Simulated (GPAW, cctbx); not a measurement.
## PPdRu: what bonding does to one electron reflection, worked out

PPdRu, P-62m (no. 189), a = 6.1741 Å, b = 6.1741 Å, c = 3.7922 Å, α = 90.00°, β = 90.00°, γ = 120.00°.

```csv
atom,mult.,x,y,z
Pd1,3,0,0.2657,0
Ru1,3,0,0.6091,1/2
P1,1,0,0,1/2
P2,2,1/3,2/3,0
```

The cell comes from substitution in a known structure type and wasn't matched to any measured phase.

A DFT run (GPAW, PBE, 450 eV, 6×5×5 k-points (along the axes of the calculation cell), Fermi–Dirac width 0.1 eV) gives the static X-ray structure factor of 001 as 18.491 e for the conventional cell; superposed free atoms give 19.262 e. **Problem.** Find the Fourier component V of the crystal potential and the two-beam extinction distance at 80 kV in both cases, then the holographic phase shift per nanometre.

### 1. Geometry

The cell volume is Ω = 125.19 Å³ and d(001) = 3.7922 Å, so g = 1/d = 0.2637 Å⁻¹.

### 2. The nuclei

Electrons feel nuclei as well as electrons, so the nuclear charges are summed with the same phases.

Phase sums Σ exp(2πi h·x), turned so that the total is real and positive: Pd +3.000, Ru -3.000, P +1.000. Then F_Z = 46 × (+3.000) + 44 × (-3.000) + 15 × (+1.000) = 21.00 e. The electron term has the same sign for this reflection.

### 3. Mott–Bethe

Poisson's equation, term by term, gives V = (e/4πε₀)(F_Z − F)/(πΩg²), with e/4πε₀ = 14.3996 V Å.

The prefactor is 14.3996 × 3.7922²/(π × 125.19) = 0.52652 V per electron. Free atoms: (21.00 − 19.262) × 0.52652 = 0.915 V. Crystal: (21.00 − 18.491) × 0.52652 = 1.321 V. F changes by -4.00 % and V by +44.4 %: the same 0.77 e is measured against F_Z − F = 1.7 e in place of F = 19.3 e.

### 4. Extinction distance

In the two-beam case ξ = 1/(λU) with U = 2γm₀eV/h², that is ξ = 150.41 V Å²/(γλV).

At 80 kV, λ = 0.04176 Å and γ = 1.1566. Free atoms: ξ = 3403 Å. Crystal: ξ = 2358 Å. The thickness fringes go as sin²(πt/ξ), so the two patterns slip by a quarter of a period when t|1/ξ₁ − 1/ξ₀| = 1/4, at t ≈ 192 nm. Thermal motion, absorption and many-beam coupling, left out here, change a real pattern.

### 5. Phase shift

A slab run (normal [210], unrelaxed) gives a mean inner potential of 25.46 V; free atoms give 26.25 V. The phase shift is φ = C_E V₀ t, with C_E = (2π/λE)(E + m₀c²)/(E + 2m₀c²).

C_E = 10.087 × 10⁻³ rad/(V nm). The shift is 0.2569 rad/nm in the crystal and 0.2648 rad/nm for free atoms. A sample 50 nm thick gives φ = 12.84 rad; read with the free-atom value it would seem 48.5 nm thick.

### 6. Answer

V(001) is 1.32 V against 0.92 V, and ξ is 2358 against 3403 Å. The phase shift is 0.257 rad/nm, and free atoms would misjudge a thickness by -3 %. Limits: static atoms, two beams.

[Outputs are excerpts: Python notices, other lines and further rows are left out; steps that failed or that the build refused (PBEsol, TPSS) are not shown.]

[Logs are printed without paths, hosts, clocks, repeated set-up lines and the standing remarks that a program may print on its own settings, such as how far it seeks lower states.]
